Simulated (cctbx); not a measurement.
**Symmetry from intensities**

Cell: a = 5.3780 Å, b = 5.3780 Å, c = 10.7140 Å, α = 90.00°, β = 90.00°, γ = 90.00°. Expected content of the cell: Ge6 Zn2 P8.

Simulated single-crystal data (cctbx): Mo Kα, λ = 0.71073 Å, to d = 0.6 Å, 70 % of the full sphere, strongest reflection 70000 counts, noise from counting, a 4 % proportional error and a noise floor of 4 counts (s.d.); no absorption, some extinction.

A first pass over the reflections prints:

```text
4164 reflections to d = 0.600 A
centring   violations  <I/sigma> of those
    A        423 of  2093      3.9
    B        444 of  2113      3.8
    C         67 of  2098      0.7
    I          0 of  2052     -0.0
    R        571 of  2782      3.8
    F        467 of  3152      2.8
Laue class    unique    Rint  (classes that these axes allow; Friedel mates merged)
I 1 2/m 1         792   0.040
I 1 1 2/m         768   0.040
I 2/m 1 1         790   0.042
I m m m           449   0.043
I 4/m             392   0.044
I 4/m m m         250   0.045
space group    extra absences  I>4sigma  <I/sigma>
I 4 2 2                 0          0         -  acentric
I 4 m m                 0          0         -  acentric
I -4 m 2                0          0         -  acentric
I -4 2 m                0          0         -  acentric
I 4/m m m               0          0         -  centric
Wilson B = 0.63 A^2   <|E^2-1|> = 1.193 (0.968 centric, 0.736 acentric)   E^2>4: 4.2 %
shell (A)         n   <I/sigma>
 5.36 - 1.20     43     20.8
 1.20 - 0.95     30     13.8
 0.95 - 0.83     33     21.3
 0.83 - 0.76     28     15.7
 0.76 - 0.70     31     19.8
 0.70 - 0.66     29     12.8
 0.66 - 0.63     30     21.4
 0.63 - 0.60     26     16.6
```

Q: Read the symmetry from these tables.

The reflections that I centring forbids are absent (⟨I/σ⟩ near 0), so the lattice is I.

Rint stays low (0.040 to 0.045) up to I 4/m m m, the highest class in these axes.

5 settings pass the absence test. No glide or screw absences show, which leaves I 4 2 2, I 4 m m, I -4 m 2, I -4 2 m and I 4/m m m.

⟨|E²−1|⟩ = 1.193 is above even the centric ideal, a mark of pseudo-translation (a class of systematically weak reflections). It says nothing here on a centre of symmetry. The Wilson B of 0.63 Å² means U ≈ 0.0080 Å².

The true group is I-42m (no. 121), Laue class 4/mmm, non-centrosymmetric. The tables only narrow the choice to the tied entries; cell content, site symmetry and trial solutions must settle it.

The model is made up (kin elements in a known structure type, no relaxation), so it says nothing on whether the phase exists.

[Logs are printed without paths, hosts, clocks, repeated set-up lines and the standing remarks that a program may print on its own settings, such as how far it seeks lower states.]
